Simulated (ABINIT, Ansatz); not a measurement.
# Converging GW for SnO2 (Cassiterite) in ABINIT, part 2 of 2

Wanted: a converged G0W0 gap of SnO2 (Cassiterite), or an estimate of the limit.

ABINIT 10.8.3; PBE and many-body steps on it, plane waves. Known limits of the many-body steps: not at the basis limit; no spin-orbit coupling; coarse k mesh.

So far. Step 3 (Screening, 4×4×4 mesh, 60 bands, screening to 76.2 eV): Local fields lower ε∞ by 3 %. On a Γ-centred mesh this coarse the value itself is usually too large, while a short band sum pulls it down. Step 4 (60 bands, 76.2 eV): The gap on the mesh goes from 1.28 eV to 2.96 eV, a correction of +1.68 eV.

### Step 6. 121 bands, 141.5 eV

This step: G0W0 on PBE, plane waves, norm-conserving pseudopotentials.

run.abi reads:

```
acell 3*1.0 Angstrom
rprim 
  4.738000000000 0.000000000000 0.000000000000
  0.000000000000 4.738000000000 0.000000000000
  0.000000000000 0.000000000000 3.186500000000
ntypat 2
znucl 50 8
natom 6
typat 1 1 2 2 2 2
xred 
  0.000000000000 0.000000000000 0.000000000000
  0.500000000000 0.500000000000 0.500000000000
  0.307100000000 0.307100000000 0.000000000000
  0.192900000000 0.807100000000 0.500000000000
  0.692900000000 0.692900000000 0.000000000000
  0.807100000000 0.192900000000 0.500000000000
pp_dirpath "pseudos"
pseudos "Sn.upf, O.upf"
ecut 42
ngkpt 4 4 4
nshiftk 1
shiftk 0 0 0
kptopt 1
chksymbreak 0
istwfk *1
occopt 1
irdwfk 1
optdriver 4
nband 121
gwcalctyp 0
ecutsigx 42
symsigma 1
nkptgw 1
kptgw 
  0.0000000000 0.0000000000 0.0000000000
bdgw 
  32 36
ecuteps 5.2
irdscr 1
ppmodel 1
indata_prefix "in"
outdata_prefix "out"
tmpdata_prefix "tmp"
```

On the command line:

```
$ OMP_NUM_THREADS=1 mpirun -n 8 abinit run.abi > log
```

Numbers of over 12 decimals in the logs are rounded to 6 here.

The program printed:

```text
.Version 10.8.3 of ABINIT. v10.8.2 released Aug 2026.

 Symmetries : space group P4_2/m n m (#136); Bravais tP (primitive tetrag.)
[... echo of the input left out ...]
== DATASET  1 ==================================================================
-   mpi_nproc: 8, omp_nthreads: 1 (-1 if OMP is not activated)

--- !DatasetInfo
iteration_state: {dtset: 1, }
dimensions: {natom: 6, nkpt: 18, mband: 121, nsppol: 1, nspinor: 1, nspden: 1, mpw: 6312, }
cutoff_energies: {ecut:  42.0, pawecutdg:  -1.0, }
electrons: {nelect:   6.80000000E+01, charge:   0.00000000E+00, occopt:   1.00000000E+00, tsmear:   1.00000000E-02, }

 SIGMA: Calculation of the GW corrections

 Based on a program developped by R.W. Godby, V. Olevano, G. Onida, and L. Reining.
 Incorporated in ABINIT by V. Olevano, G.-M. Rignanese, and M. Torrent.
.Using double precision arithmetic ; gwpc =  8

[... cell and pseudopotentials left out ...]
--------------------------------------------------------------------------------

 ==== K-mesh for the wavefunctions ====
 Number of points in the irreducible wedge :    18
[... list of points left out ...]
 Together with 16 symmetry operations and time-reversal symmetry
 yields    64 points in the full Brillouin Zone.

 ==== Q-mesh for screening function ====
 Number of points in the irreducible wedge :    18
[... list of points left out ...]
 Together with 16 symmetry operations and time-reversal symmetry
 yields    64 points in the full Brillouin Zone.

 vcoul_init : cutoff-mode = AUXILIARY_FUNCTION
 q-points for optical limit:   1
     1)      0.000010    0.000020    0.000030
 setmesh: FFT mesh size selected  =    54x   54x   36
          total number of points  =       104976

 Number of electrons calculated from density =   68.0000; Expected =   68.0000
[...]
number of q-points in IBZ                          18
 number of symmetry operations                      16
 number of k-points in BZ                           64
 number of q-points in BZ                           64
 number of frequencies for dSigma/dE                 9
 frequency step for dSigma/dE [eV]                0.25
 number of omega for Sigma on real axis              0
 max omega for Sigma on real axis  [eV]           0.00
 zcut for avoiding poles [eV]                     0.10

 EPSILON^-1 parameters (SCR file):
 dimension of the eps^-1 matrix on file            275
 dimension of the eps^-1 matrix used               275
 number of plane-waves for wavefunctions          6273
 number of bands                                   121
 number of q-points in IBZ                          18
 number of frequencies                               2
 number of real frequencies                          1
 number of imag frequencies                          1

 matrix elements of self-energy operator (all in [eV])

 Perturbative Calculation

--- !SelfEnergy_ee
iteration_state: {dtset: 1, }
kpoint     : [   0.000,    0.000,    0.000, ]
spin       : 1
KS_gap     :    1.284
QP_gap     :    2.725
Delta_QP_KS:    1.441
data: !SigmaeeData |
     Band     E0 <VxcDFT>   SigX SigC(E0)      Z dSigC/dE  Sig(E)    E-E0       E
       32   6.013 -20.016 -25.535   5.056   0.793  -0.260 -20.383  -0.367   5.646
       33   6.013 -20.016 -25.535   5.056   0.793  -0.260 -20.383  -0.367   5.646
       34   6.777 -20.351 -26.231   5.394   0.793  -0.262 -20.736  -0.385   6.392
       35   8.061 -16.498 -12.586  -2.662   0.845  -0.183 -15.442   1.056   9.117
       36  12.920 -16.302 -10.641  -3.708   0.840  -0.191 -14.662   1.639  14.559

== END DATASET(S) ==============================================================
================================================================================

 -outvars: echo values of variables after computation  --------
           etotal      0.0000000000E+00
            nband         121
             nkpt          18
          spgroup         136
 [... the other variables as echoed above ...]

 Calculation completed.
```

Elapsed: 9.2 s, on 8 MPI ranks of Arm Neoverse V1, shared host; peak memory 2.8 GiB.

Numbers from this step:

```
G0W0 gap on the points computed              : 2.725 eV
starting gap on the mesh                     : 1.284 eV
k of the valence top                         : 0, 0, 0
k of the conduction bottom                   : 0, 0, 0
Z at the valence top                         : 0.793
Z at the conduction bottom                   : 0.845
least direct G0W0 gap on the computed points : 2.725 eV
```

Against G0W0 in ABINIT (4×4×4 mesh, 60 bands, screening to 76.2 eV, Godby-Needs plasmon pole), the gap moves by −0.237 eV.

### Step 7. Screening, 4×4×4 mesh, 247 bands, screening to 217.7 eV

This step: RPA screening on PBE, plane waves, norm-conserving pseudopotentials.

Changes to run.abi since step 6:

```diff
@@ -27,15 +27,8 @@
 irdwfk 1
-optdriver 4
-nband 121
-gwcalctyp 0
-ecutsigx 42
-symsigma 1
-nkptgw 1
-kptgw 
-  0.0000000000 0.0000000000 0.0000000000
-bdgw 
-  32 36
-ecuteps 5.2
-irdscr 1
-ppmodel 1
+optdriver 3
+nband 247
+ecuteps 8
+inclvkb 2
+awtr 1
+symchi 1
 indata_prefix "in"
```

The program printed:

```text
.Version 10.8.3 of ABINIT. v10.8.2 released Aug 2026.

 Symmetries : space group P4_2/m n m (#136); Bravais tP (primitive tetrag.)
[... echo of the input left out ...]
== DATASET  1 ==================================================================
-   mpi_nproc: 8, omp_nthreads: 1 (-1 if OMP is not activated)

--- !DatasetInfo
iteration_state: {dtset: 1, }
dimensions: {natom: 6, nkpt: 18, mband: 247, nsppol: 1, nspinor: 1, nspden: 1, mpw: 6312, }
cutoff_energies: {ecut:  42.0, pawecutdg:  -1.0, }
[...]
--------------------------------------------------------------------------------
[... chi0 elements left out ...]
 For q-point:  0.000010 0.000020 0.000030
  dielectric constant =   4.5768
  dielectric constant without local fields =   4.8391

  Average fulfillment of the sum rule on Im[epsilon] for q-point    1 :     71.51  [%]
[... wings left out ...]
  q-point number  2        q = ( 0.250000, 0.000000, 0.000000) [r.l.u.]
--------------------------------------------------------------------------------
[... chi0 elements left out ...]
  Average fulfillment of the sum rule on Im[epsilon] for q-point    2 :     82.30  [%]

 [... 16 further q-points ...]
```

Run time: 24 min. Hardware: 8 MPI ranks; peak memory 13 GiB; 3.2 h of CPU time.

Numbers from this step:

* ε∞ with local fields, on this mesh, along the program's q direction: 4.577
* the same without local fields: 4.839
* plasma frequency: 36.20 eV
* plane waves in the screening matrix: 507

### Step 8. 247 bands, 217.7 eV

This step: G0W0 on PBE, plane waves, norm-conserving pseudopotentials.

Changes to run.abi since step 7:

```diff
@@ -27,8 +27,15 @@
 irdwfk 1
-optdriver 3
+optdriver 4
 nband 247
+gwcalctyp 0
+ecutsigx 42
+symsigma 1
+nkptgw 1
+kptgw 
+  0.0000000000 0.0000000000 0.0000000000
+bdgw 
+  32 36
 ecuteps 8
-inclvkb 2
-awtr 1
-symchi 1
+irdscr 1
+ppmodel 1
 indata_prefix "in"
```

The program printed:

```text
.Version 10.8.3 of ABINIT. v10.8.2 released Aug 2026.

 Symmetries : space group P4_2/m n m (#136); Bravais tP (primitive tetrag.)
[... echo of the input left out ...]
== DATASET  1 ==================================================================
-   mpi_nproc: 8, omp_nthreads: 1 (-1 if OMP is not activated)

--- !DatasetInfo
iteration_state: {dtset: 1, }
dimensions: {natom: 6, nkpt: 18, mband: 247, nsppol: 1, nspinor: 1, nspden: 1, mpw: 6312, }
cutoff_energies: {ecut:  42.0, pawecutdg:  -1.0, }
[...]
34   6.777 -20.351 -26.231   4.976   0.792  -0.263 -21.067  -0.716   6.061
       35   8.061 -16.498 -12.586  -3.018   0.843  -0.187 -15.745   0.753   8.814
       36  12.920 -16.302 -10.641  -4.136   0.838  -0.193 -15.024   1.278  14.198

== END DATASET(S) ==============================================================
================================================================================

 -outvars: echo values of variables after computation  --------
           etotal      0.0000000000E+00
            nband         247
             nkpt          18
          spgroup         136
 [... the other variables as echoed above ...]

 Calculation completed.
```

Elapsed: 41 s, on 8 MPI ranks; peak memory 9 GiB.

This step gave:

```yaml
g0w0_gap_on_the_points_computed: 2.753 eV
starting_gap_on_the_mesh: 1.284 eV
k_of_the_valence_top: 0, 0, 0
k_of_the_conduction_bottom: 0, 0, 0
least_direct_g0w0_gap_on_the_computed_points: 2.753 eV
```

Against G0W0 in ABINIT (4×4×4 mesh, 121 bands, screening to 141.5 eV, Godby-Needs plasmon pole), the gap moves by +0.028 eV.

### Step 9. The runs together

Times are wall times on 8 MPI ranks of Arm Neoverse V1, shared host, good to a factor of about two. A run's time includes the screening step that it read.

```tsv
run	mesh	bands	screening cutoff (eV)	DFT gap (eV)	gap on the mesh (eV)	direct (eV)	ε∞ used	time
60 bands, 76.2 eV	4×4×4	60	76.2	1.284	2.962	2.962	4.51	60 s
121 bands, 141.5 eV	4×4×4	121	141.5	1.284	2.725	2.725	4.59	3.4 min
247 bands, 217.7 eV	4×4×4	247	217.7	1.284	2.753	2.753	4.58	25 min
```

### Step 10. What came out

```yaml
60_bands_76p2_ev: 2.962 eV
121_bands_141p5_ev: 2.725 eV
247_bands_217p7_ev: 2.753 eV
known_limits: not at the basis limit; no spin-orbit coupling; coarse k mesh
```

From the first rung to the last the gap moves by −0.21 eV for 25 times the time. The gap turns back along the series, so no limit is drawn from it. In the G0W0 runs levels were corrected at 1 k point alone, so a gap called «on the mesh» is the least over those, and an edge elsewhere would be missed. The 4×4×4 mesh is coarse for this cell, which bears on the long-range parts of exchange and screening. The many-body steps are scalar-relativistic: spin-orbit coupling is not in them.

[Paths, hosts, dates, memory and timing lines, banners, echoed tables and standing remarks are left out of the program output.]

[Logs are printed without paths, hosts, clocks, repeated set-up lines and the standing remarks that a program may print on its own settings, such as how far it seeks lower states.]

[Runs of the session that timed out or met a known fault of the program may be left out.]

[Hosts, paths, dates, database ids (printed as entryN), source tags and the programs' standing remarks are cut or masked in the printed files.]

[G0W0 gaps are taken among the corrected bands and points alone; a level outside them can change the order at an edge.]

[Where Ansatz stands beside ABINIT at settings called matched, ABINIT's density can come from a denser mesh and the files from another edition; pairs whose starting gaps differed by over 0.03 eV were left out, so agreement reads better than it is.]
